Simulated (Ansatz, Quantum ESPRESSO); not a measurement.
# Zr2CO2 MXene, 1 layer: the gap on the mesh at a withheld member of a series

**Set-up.** Quantum ESPRESSO 7.5, PBE, SG15 norm-conserving. Cell and atoms are relaxed under PBE (GBRV files) and held. Screened hybrids with norm-conserving files, screening 0.106 per bohr, fixed occupations, a 9×9×1 mesh with exchange on 3×3×1 q points. Levels count from the potential in the middle of the vacuum. The series steps the share of short-range exact exchange (0.25 is HSE06, 0 is PBE).

```
share of short-range exact exchange  gap on the mesh (eV)
                                  0                 0.979
                                0.1                 1.311
                               0.15                 1.484
                               0.25                 1.843
                                0.3                 2.030
                                0.4                 2.414
```

To predict: What is the gap on the mesh at 0.2?

**Fit.** The rows at 0.15 and 0.25 give a slope of (1.843 − (1.484))/(0.25 − (0.15)) = 3.59, so a straight line gives 1.663 eV. A parabola through these and the row at 0.1 gives 1.661 eV.

**The withheld run.** 1.661 eV. The line misses by +0.002 and the parabola by 0.000 eV. Both misses are under 5 % of the step from the nearer row.

Caveats: Gaps are those of the mesh; no spin-orbit coupling; the q mesh was not tested; the geometry stays that of PBE.

[Logs are printed without paths, hosts, clocks, repeated set-up lines and the standing remarks that a program may print on its own settings, such as how far it seeks lower states.]
